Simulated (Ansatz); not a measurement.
# Si on Rh(100): change of the work function

How does Si on the top site change the work function of Rh(100) as the layer fills?

Method: plane-wave DFT, r2SCAN, Ansatz PAW, in the first sound run; inputs show where later runs differ, in Ansatz 0.2.0.

## 1. Set-up

The cell holds 4 atoms: 4 Rh. Cell: a = 2.687 Å, b = 2.687 Å, c = 23.700 Å, α = 90.0°, β = 90.0°, γ = 90.0°. Vacuum lies along c.

## 2. The clean slab

The bare slab comes first, as the zero from which every change is counted. The two lowest layers are held at bulk places and the upper ones relax. The dipole correction removes the false field that a one-sided slab makes across the periodic vacuum, so each face gets a flat vacuum level of its own.

Input file input.yaml:

```yaml
crystal:
  lattice:
    - [2.6870057685, 0.0, 0.0]
    - [0.0, 2.6870057685, 0.0]
    - [0.0, 0.0, 23.7]
  atoms:
    - { symbol: Rh, position: [0.5, 0.5, 0.3797468354] }
    - { symbol: Rh, position: [0.0, 0.0, 0.4599156118] }
    - { symbol: Rh, position: [0.5, 0.5, 0.5400843882] }
    - { symbol: Rh, position: [0.0, 0.0, 0.6202531646] }
kpoints:
  mp_grid: { grid: [11, 11, 1] }
hamiltonian:
  xc: r2scan
scf:
  occupations: { method: fermi_dirac, width: 0.1 }
  convergence: { dr2_threshold: 1.0e-08 }
efield:
  axis: 3
  dipole_correction: true
  ramp_position: 0.97
  ramp_width: 0.06
relax:
  f_tol: 0.02
  max_steps: 60
  constraints: [{ sites: [0, 1] }]
output:
  write_potential: true
  write_density: true
  volumetric_format: npy
```

Command:

```sh
ansatz run input.yaml --threads 4 --pin off --max-ram 12288MiB --backend cpu --events-out ev --progress --plain --runs-dir out
```

Numbers of over 12 decimals in the logs are rounded to 6 here.

What it wrote:

```text
Engine: ansatz 0.2.0, aarch64-unknown-linux-gnu
Pseudopotentials: kind: paw
Pseudopotential: Rh, paw, valence charge 17, recommended cutoff 500 eV (meta_gga), Rh.paw.azcp
Functional definition: r2SCAN
  parameter k0 = 0.174
  parameter k1 = 0.065
  parameter a1 = 4.9479
  exchange = r2scan_x(k0 = k0, k1 = k1, a1 = a1)
  correlation = r2scan_c
Crystal: 4 atoms, lattice volume = 171.114 Å³
Basis set: ecut = 500 eV, 4283 PW (Γ), exchange–correlation on 80×80×720 points (64 copies of the dense FFT grid, shifted against one another)
Bands: 41, of which v1, the nominal top of the filled ones, is band 34 counted from 1 (33 counted from 0)
Symmetry: 8 space group operations
k-points: 21 of 121
Non-local potential: Rh, projectors of the file, l = 0: 3, l = 1: 2, l = 2: 2, l = 3: 1
PAW form: soft (Blöchl's): semilocal exchange-correlation on the pseudo side does not see the compensation charge
PAW frozen core: Rh, regenerated for the run's functional (the file was generated under x = pbe(κ = 0.804, μ = 0.219515), c = pbe(β = 0.066725))
PAW one-centre angular grid: Rh, 590 points (default); XC on 160 Gauss nodes
Initial density: superposition of atomic densities (neutral atoms: chi_scale 0, normalization atom), corrected by the library's trained network
Initial wavefunctions: pseudopotential atomic-orbital guess
Functional: x = r2scan, c = r2scan; τ floored in thin density (d = 2e-4 eV/Å³)
SCF iter   1: F=—  HF=-25658.684979 eV  |F-HF|=—  |Δ(HF+E_count)|=         —  Δρ=8.14e-3  dr2=1.98e-1  dr2_τ=3.01e-2  ethr=1.77e-3  p=0.000 e·Å  D=8.65e-14 V/Å  ΔV_dip=-0.00 eV  dr2_dipole=6.58e-8  V_vac-E_F(+/−)=4.97/4.97 eV  ⟨swp⟩=8.0  Hψ=3866  notcnv=0
efield: sawtooth ramp at fractional position 0.9700 (set: `efield.ramp_position`, or a place that a band, a saddle search or an elastic batch's reference lends), width 0.0600; the density the first Hamiltonian is built on has a dipole p = 0.000 e·Å; the dipole correction subtracts the counter field D = 8.65e-14 V/Å, which shifts the + side's vacuum level by -0.00 eV against the − side's; the planar-averaged density in the ramp window peaks in size at 2.1e-5 e/Å³
preconditioner: auto → LDOS  [metal: Δε(μ)=0.005 eV  Ē_g=5.580 eV  σ=0.100 eV  W_gap=0.01  n_scr=20 (ndim 8)  ℏωp=17.0 eV  f_vac=0.612  D(μ)=7.14/eV (n_scr^D=64)  β→1.0]
SCF iter   2: F=—  HF=-25658.726488 eV  |F-HF|=—  |Δ(HF+E_count)|=   4.15e-2  Δρ=2.52e-3  dr2=8.23e-3  dr2_τ=1.29e-3  ethr=2.92e-4  p=-0.000 e·Å  D=-7.26e-6 V/Å  ΔV_dip=0.00 eV  dr2_dipole=3.57e-8  V_vac-E_F(+/−)=5.11/5.11 eV  ⟨swp⟩=2.8  Hψ=1306  notcnv=0  defer=3
SCF iter   3: F=—  HF=-25658.727630 eV  |F-HF|=—  |Δ(HF+E_count)|=   1.14e-3  Δρ=1.83e-3  dr2=3.99e-3  dr2_τ=4.64e-4  ethr=1.21e-5  p=0.000 e·Å  D=1.05e-5 V/Å  ΔV_dip=-0.00 eV  dr2_dipole=1.30e-8  V_vac-E_F(+/−)=5.07/5.07 eV  ⟨swp⟩=3.4  Hψ=2028  notcnv=0  defer=3
SCF iter   4: F=—  HF=-25658.727046 eV  |F-HF|=—  |Δ(HF+E_count)|=   5.84e-4  Δρ=2.14e-4  dr2=6.10e-5  dr2_τ=5.68e-6  ethr=5.87e-6  p=0.000 e·Å  D=2.90e-6 V/Å  ΔV_dip=-0.00 eV  dr2_dipole=9.04e-9  V_vac-E_F(+/−)=5.09/5.09 eV  ⟨swp⟩=2.0  Hψ=1207  notcnv=0  defer=3
SCF iter   5: F=—  HF=-25658.727120 eV  |F-HF|=—  |Δ(HF+E_count)|=   7.41e-5  Δρ=1.08e-4  dr2=1.71e-5  dr2_τ=1.55e-6  ethr=8.97e-8  p=0.000 e·Å  D=6.23e-7 V/Å  ΔV_dip=-0.00 eV  dr2_dipole=2.95e-9  V_vac-E_F(+/−)=5.09/5.09 eV  ⟨swp⟩=2.9  Hψ=1822  notcnv=0  defer=3
SCF iter   6: F=—  HF=-25658.727124 eV  |F-HF|=—  |Δ(HF+E_count)|=   4.18e-6  Δρ=2.31e-5  dr2=1.14e-6  dr2_τ=9.63e-8  ethr=2.51e-8  p=0.000 e·Å  D=5.53e-7 V/Å  ΔV_dip=-0.00 eV  dr2_dipole=3.85e-10  V_vac-E_F(+/−)=5.09/5.09 eV  ⟨swp⟩=2.5  Hψ=1444  notcnv=0  defer=3
SCF iter   7: F=—  HF=-25658.726923 eV  |F-HF|=—  |Δ(HF+E_count)|=   2.01e-4  Δρ=9.63e-6  dr2=1.75e-7  dr2_τ=1.47e-8  ethr=1.67e-9  p=0.000 e·Å  D=2.67e-7 V/Å  ΔV_dip=-0.00 eV  dr2_dipole=3.57e-11  V_vac-E_F(+/−)=5.09/5.09 eV  ⟨swp⟩=2.3  Hψ=1404  notcnv=0  defer=3
SCF iter   8: F=—  HF=-25658.726923 eV  |F-HF|=—  |Δ(HF+E_count)|=   2.89e-7  Δρ=3.75e-6  dr2=2.24e-8  dr2_τ=2.02e-9  ethr=2.58e-10  p=0.000 e·Å  D=9.54e-8 V/Å  ΔV_dip=-0.00 eV  dr2_dipole=9.61e-14  V_vac-E_F(+/−)=5.08/5.08 eV  ⟨swp⟩=2.9  Hψ=1592  notcnv=0  defer=3
SCF iter   9: F=-25658.726923 eV  HF=-25658.726923 eV  |F-HF|=2.44e-10  |Δ(HF+E_count)|=   1.19e-8  Δρ=9.32e-7  dr2=2.29e-9  dr2_τ=1.88e-10  ethr=1.47e-11  p=0.000 e·Å  D=5.30e-8 V/Å  ΔV_dip=-0.00 eV  dr2_dipole=2.06e-13  V_vac-E_F(+/−)=5.08/5.08 eV  ⟨swp⟩=10.6  Hψ=6528  notcnv=0
SCF 1 converged in 9 iterations: F = -25658.726923 eV  dr2 = 2.29e-9
  greatest PAW one-centre occupation: 1.000 electrons in one spin orbital (limit 2), on the Rh atom at site 3 (counted from 0), in its partial waves of l = 1
relax step   1: F+E_penalty+E_count = -25658.72692286 eV  Δ(F+E_penalty+E_count) = +0.000e0 eV  max|allowed force component| = 5.083e-1 eV/Å  Δτ_max = 0.0000 Å  (9 SCF iters, accepted)
Initial density: handed on by an earlier stage of this run
Initial wavefunctions: those handed on with the density
SCF iter   1: F=—  HF=-25658.313479 eV  |F-HF|=—  |Δ(HF+E_count)|=         —  Δρ=1.55e-2  dr2=3.77e0  dr2_τ=1.93e0  ethr=3.10e-3  p=0.000 e·Å  D=2.06e-7 V/Å  ΔV_dip=-0.00 eV  dr2_dipole=1.29e0  V_vac-E_F(+/−)=5.01/5.01 eV  ⟨swp⟩=4.1  Hψ=2058  notcnv=0  defer=3
efield: sawtooth ramp at fractional position 0.9700 (set: `efield.ramp_position`, or a place that a band, a saddle search or an elastic batch's reference lends), width 0.0600; the density the first Hamiltonian is built on has a dipole p = 0.000 e·Å; the dipole correction subtracts the counter field D = 2.06e-7 V/Å, which shifts the + side's vacuum level by -0.00 eV against the − side's; the planar-averaged density in the ramp window peaks in size at 1.5e-5 e/Å³
preconditioner: auto → LDOS  [metal: Δε(μ)=0.005 eV  Ē_g=5.669 eV  σ=0.100 eV  W_gap=0.01  n_scr=20 (ndim 8)  ℏωp=17.0 eV  f_vac=0.618  D(μ)=7.30/eV (n_scr^D=64)  β→1.0]
SCF iter   2: F=—  HF=-25658.760780 eV  |F-HF|=—  |Δ(HF+E_count)|=   4.47e-1  Δρ=8.35e-3  dr2=3.75e-1  dr2_τ=2.21e-2  ethr=3.10e-3  p=0.016 e·Å  D=1.65e-2 V/Å  ΔV_dip=-0.39 eV  dr2_dipole=1.52e-1  V_vac-E_F(+/−)=4.76/5.15 eV  ⟨swp⟩=2.2  Hψ=1109  notcnv=0  defer=3
SCF iter   3: F=—  HF=-25658.742109 eV  |F-HF|=—  |Δ(HF+E_count)|=   1.87e-2  Δρ=2.85e-3  dr2=9.78e-2  dr2_τ=2.67e-3  ethr=5.51e-4  p=0.004 e·Å  D=4.29e-3 V/Å  ΔV_dip=-0.10 eV  dr2_dipole=3.26e-2  V_vac-E_F(+/−)=5.01/5.11 eV  ⟨swp⟩=2.1  Hψ=1258  notcnv=0  defer=3
[...]
preconditioner: auto → LDOS  [metal: Δε(μ)=0.005 eV  Ē_g=5.632 eV  σ=0.100 eV  W_gap=0.01  n_scr=20 (ndim 8)  ℏωp=17.0 eV  f_vac=0.615  D(μ)=7.11/eV (n_scr^D=64)  β→1.0]
SCF iter   2: F=—  HF=-25658.748910 eV  |F-HF|=—  |Δ(HF+E_count)|=   1.52e-1  Δρ=3.83e-3  dr2=2.71e-2  dr2_τ=9.62e-4  ethr=1.69e-4  p=-0.005 e·Å  D=-5.45e-3 V/Å  ΔV_dip=0.13 eV  dr2_dipole=8.71e-4  V_vac-E_F(+/−)=5.22/5.09 eV  ⟨swp⟩=2.2  Hψ=1728  notcnv=0  defer=3
SCF iter   3: F=—  HF=-25658.745604 eV  |F-HF|=—  |Δ(HF+E_count)|=   3.31e-3  Δρ=1.43e-3  dr2=3.63e-3  dr2_τ=2.92e-4  ethr=3.98e-5  p=-0.003 e·Å  D=-2.69e-3 V/Å  ΔV_dip=0.06 eV  dr2_dipole=2.39e-4  V_vac-E_F(+/−)=5.16/5.09 eV  ⟨swp⟩=2.1  Hψ=1259  notcnv=0  defer=4
SCF iter   4: F=—  HF=-25658.745758 eV  |F-HF|=—  |Δ(HF+E_count)|=   1.54e-4  Δρ=5.26e-4  dr2=8.97e-4  dr2_τ=3.91e-5  ethr=5.34e-6  p=-0.002 e·Å  D=-1.70e-3 V/Å  ΔV_dip=0.04 eV  dr2_dipole=1.02e-5  V_vac-E_F(+/−)=5.13/5.09 eV  ⟨swp⟩=2.0  Hψ=1308  notcnv=0  defer=3
SCF iter   5: F=—  HF=-25658.745587 eV  |F-HF|=—  |Δ(HF+E_count)|=   1.70e-4  Δρ=1.63e-4  dr2=1.11e-4  dr2_τ=1.65e-6  ethr=1.32e-6  p=-0.001 e·Å  D=-9.90e-4 V/Å  ΔV_dip=0.02 eV  dr2_dipole=1.50e-5  V_vac-E_F(+/−)=5.12/5.09 eV  ⟨swp⟩=2.0  Hψ=1247  notcnv=0  defer=3
SCF iter   6: F=—  HF=-25658.745599 eV  |F-HF|=—  |Δ(HF+E_count)|=   1.15e-5  Δρ=6.47e-5  dr2=4.55e-5  dr2_τ=4.20e-7  ethr=1.64e-7  p=-0.000 e·Å  D=-4.50e-4 V/Å  ΔV_dip=0.01 eV  dr2_dipole=7.82e-6  V_vac-E_F(+/−)=5.10/5.09 eV  ⟨swp⟩=2.0  Hψ=1199  notcnv=0  defer=3
SCF iter   7: F=—  HF=-25658.745601 eV  |F-HF|=—  |Δ(HF+E_count)|=   2.20e-6  Δρ=2.23e-5  dr2=3.82e-6  dr2_τ=5.54e-8  ethr=6.69e-8  p=-0.000 e·Å  D=-2.79e-4 V/Å  ΔV_dip=0.01 eV  dr2_dipole=1.24e-6  V_vac-E_F(+/−)=5.10/5.09 eV  ⟨swp⟩=1.5  Hψ=951  notcnv=0  defer=3
SCF iter   8: F=—  HF=-25658.745398 eV  |F-HF|=—  |Δ(HF+E_count)|=   2.03e-4  Δρ=1.46e-5  dr2=3.16e-7  dr2_τ=1.53e-8  ethr=5.62e-9  p=-0.000 e·Å  D=-2.46e-4 V/Å  ΔV_dip=0.01 eV  dr2_dipole=2.42e-9  V_vac-E_F(+/−)=5.10/5.09 eV  ⟨swp⟩=2.0  Hψ=1199  notcnv=0  defer=3
SCF iter   9: F=—  HF=-25658.745398 eV  |F-HF|=—  |Δ(HF+E_count)|=   2.64e-8  Δρ=3.16e-6  dr2=3.27e-8  dr2_τ=1.79e-9  ethr=4.65e-10  p=-0.000 e·Å  D=-2.51e-4 V/Å  ΔV_dip=0.01 eV  dr2_dipole=4.09e-9  V_vac-E_F(+/−)=5.10/5.09 eV  ⟨swp⟩=2.1  Hψ=1373  notcnv=0  defer=3
SCF iter  10: F=-25658.745398 eV  HF=-25658.745398 eV  |F-HF|=6.19e-9  |Δ(HF+E_count)|=   1.93e-9  Δρ=1.05e-6  dr2=7.88e-9  dr2_τ=1.44e-10  ethr=1.47e-11  p=-0.000 e·Å  D=-2.48e-4 V/Å  ΔV_dip=0.01 eV  dr2_dipole=1.84e-9  V_vac-E_F(+/−)=5.10/5.09 eV  ⟨swp⟩=10.1  Hψ=6407  notcnv=0
SCF 3 converged in 10 iterations: F = -25658.745398 eV  dr2 = 7.88e-9
relax step   3: F+E_penalty+E_count = -25658.74539789 eV  Δ(F+E_penalty+E_count) = -4.612e-3 eV  max|allowed force component| = 5.055e-3 eV/Å  Δτ_max = 0.0418 Å  (10 SCF iters, accepted)
NSCF: frozen V_eff on 21 k-points
the band table was solved once a step of the walk had ended and its energy, with any forces and stress, was formed, with the checks that follow a solve (4606 applications of the Hamiltonian). They found nothing against the state; the energy, forces and stress were not computed again (output.eigenvalues in the input reference)
iter 1 solved again at ethr=1.17e-11 eV; its pass at ethr=3.10e-3 eV (dr2=7.95e-9 eV) is discarded
SCF iter   1: F=—  HF=-25658.745398 eV  |F-HF|=—  |Δ(HF+E_count)|=         —  Δρ=1.05e-6  dr2=7.88e-9  dr2_τ=1.44e-10  ethr=1.17e-11  p=-0.000 e·Å  D=-2.48e-4 V/Å  ΔV_dip=0.01 eV  dr2_dipole=1.84e-9  V_vac-E_F(+/−)=5.10/5.09 eV  ⟨swp⟩=1.0  Hψ=2773  notcnv=0
efield: sawtooth ramp at fractional position 0.9700 (kept from the solve that this one continues, or follows in the run), width 0.0600; the density the first Hamiltonian is built on has a dipole p = -0.000 e·Å; the dipole correction subtracts the counter field D = -2.48e-4 V/Å, which shifts the + side's vacuum level by +0.01 eV against the − side's; the planar-averaged density in the ramp window peaks in size at 2.1e-5 e/Å³
preconditioner: auto → LDOS  [metal: Δε(μ)=0.008 eV  Ē_g=5.634 eV  σ=0.100 eV  W_gap=0.02  n_scr=20 (ndim 8)  ℏωp=17.0 eV  f_vac=0.615  D(μ)=7.17/eV (n_scr^D=64)  β→1.0]
SCF iter   2: F=-25658.745398 eV  HF=-25658.745398 eV  |F-HF|=1.30e-9  |Δ(HF+E_count)|=   1.82e-9  Δρ=9.30e-7  dr2=2.91e-9  dr2_τ=1.08e-10  ethr=1.16e-11  p=-0.000 e·Å  D=-2.43e-4 V/Å  ΔV_dip=0.01 eV  dr2_dipole=1.07e-11  V_vac-E_F(+/−)=5.10/5.09 eV  ⟨swp⟩=9.9  Hψ=5976  notcnv=0
SCF 4 converged in 2 iterations: F = -25658.745398 eV  dr2 = 2.91e-9
NSCF: frozen V_eff on 21 k-points
the band table was solved once a step of the walk had ended and its energy, with any forces and stress, was formed, with the checks that follow a solve (4037 applications of the Hamiltonian). They found nothing against the state; the energy, forces and stress were not computed again (output.eigenvalues in the input reference)
WARN: The output density's exchange-correlation potential varies sharply where the density is thin. Do not read a vacuum level from v_tot or v_xc, or from such a field of the output density. On a cell that repeats whose density bears no net charge and no dipole along the vacuum's axis use v_es (v_loc + v_h of the components); under efield.dipole_correction with no amplitude use v_es + v_field, which holds any externa [...]
SCF converged after 2 iterations
Free energy (F): -25658.745398 eV
Harris-Foulkes:  -25658.745398 eV  (|F-HF|=1.30e-9)
Internal energy: -25658.512851 eV  (E = F + TS)
E sigma→0 (E₀):  -25658.629124 eV
Entropy (-TS):   -0.232547 eV (-58.137 meV/atom)
Fermi energy:    3.682082 eV
Dipole field:    D = -0.000238 V/Å  (p = -0.000225 e·Å, saw-weighted, corrected)
Work function:   Φ+ = 5.1002 eV   Φ− = 5.0945 eV
Levels:          The Fermi level and band energies are counted from a zero that moves with the ramp; work functions are not
--- Per-component energies (eV) ---
  E_band       = -1645.731837
  E_kinetic    = 2289.165822
  E_local      = -114826.454708  (includes V_loc(G=0)·N_el)
  E_nonlocal   = 1426.553133
  E_hartree    = 55866.357499
  E_xc         = -863.011356
  E_vxc        = -1250.645067  (∫ρ·V_xc dr)
  E_paw        = -14418.822489  (= ΣΔE_a)
  E_vpaw       = -1102.053597  (= ΣTr[D̂ρ^β])
  E_aug_tail   = 0.002645  (compensation charges beyond the density's cutoff)
  E_vtau       = 84.983330  (kinetic-family band-sum trace: ∫τ·v_τ [+ j·A + Jᵃ·Aᵃ] dr)
  E_efield     = 0.000000  (sawtooth field / dipole correction)
  E_vefield    = -0.000256  (∫n·V_field dr)
  E_ewald      = 44869.176442
  E_core_change = -1.479838  (= ΣΔE_core)
  E_smearing   = -0.232547  (= −TS)
  E_closure    = 0.000000  (closes the sum)
  Σ components = -25658.745398   (vs F -25658.745398, Δ=0.00e0)
--- Forces (eV/Å), atoms counted from 1 ---
  atom   1  Rh     0.00000000     0.00000000     0.50774428
  atom   2  Rh     0.00000000     0.00000000    -0.50879677
  atom   3  Rh     0.00000000     0.00000000    -0.00399446
  atom   4  Rh    -0.00000000     0.00000000     0.00502172
  max |Σ_I F_I| component: 2.52e-5 eV/Å
--- Band table (eV; the first three rows and the last of 21) ---
  k-point 0: bands = [... 30 lower, 2.6287, 2.7778, 3.3937, 3.5390, 3.5390, 4.1327, 4.3256, 4.5026, ... 3 higher]
  k-point 1: bands = [... 30 lower, 2.7738, 2.9895, 3.0239, 3.0544, 3.8049, 3.8883, 3.9383, 4.2067, ... 3 higher]
  k-point 2: bands = [... 30 lower, 2.4741, 2.7122, 2.7146, 2.7974, 3.6629, 3.6931, 4.1093, 4.2109, ... 3 higher]
  k-point 20: bands = [... 30 lower, 3.8980, 3.9446, 4.4063, 4.5602, 5.0077, 5.1167, 8.0456, 9.0166, ... 3 higher]
--- Relaxed structure (3 steps of the walk, 3 accepted, 0 SCFs on fresh bases) ---
  F+E_penalty+E_count = -25658.74539789 eV   max|allowed force component| = 5.055e-3 eV/Å
  atoms:
    - { symbol: Rh, position: [0.500000, 0.500000, 0.3797468354] }
    - { symbol: Rh, position: [0.0, 0.0, 0.4599156118] }
    - { symbol: Rh, position: [0.500000, 0.500000, 0.540246] }
    - { symbol: Rh, position: [0, 0.0, 0.617420] }
```

The job ended after 28 s (4 threads of Arm Neoverse V1, shared host; peak memory 0.79 GiB).

Step by step:

```csv
step,energy less that of the first step (eV),largest force component (eV/Å)
1,0.0000,0.5083
2,-0.0139,0.2512
3,-0.0185,0.0051
```

Forces are held to the 8 operations that the run works with; a distortion that breaks them can't arise in this run.

The atoms that moved most (Å):

```csv
atom,dx,dy,dz,length
Rh4,0.000,0.000,-0.067,0.067
```

Numbers from this step:

```
energy at zero smearing   : -25658.6291 eV
work function, upper face : 5.100 eV
dipole along the normal   : -2.25e-4 e·Å
```

Running mean over 1.9 Å of the planar mean; the ramp of the sawtooth is left out. Table of electron's electrostatic potential energy less the Fermi level by z:

```csv
z (Å),electron's electrostatic potential energy less the Fermi level (eV)
4,5.09
5,5.09
6,5.05
7,4.43
8,-3.48
9,-12.2
10,-12.8
11,-13.0
12,-13.0
13,-13.3
14,-13.6
15,-10.8
16,1.06
17,4.85
18,5.08
19,5.10
20,5.10
```

The relaxation took 3 steps and lowered the energy by 0.018 eV; the largest force on the free atoms ends at 0.0051 eV/Å.

The work function of the upper face is 5.10 eV.

(Continued in part 2 of 5.)

[Logs are printed without paths, hosts, clocks, repeated set-up lines and the standing remarks that a program may print on its own settings, such as how far it seeks lower states.]

[Hosts, paths, dates, database ids (printed as entryN), source tags and the programs' standing remarks are cut or masked in the printed files.]

[Maps of the electrostatic potential energy from Ansatz leave out the sawtooth potential of an applied field or a dipole correction, so their vacuum need not be flat; planar profiles and work functions include it.]
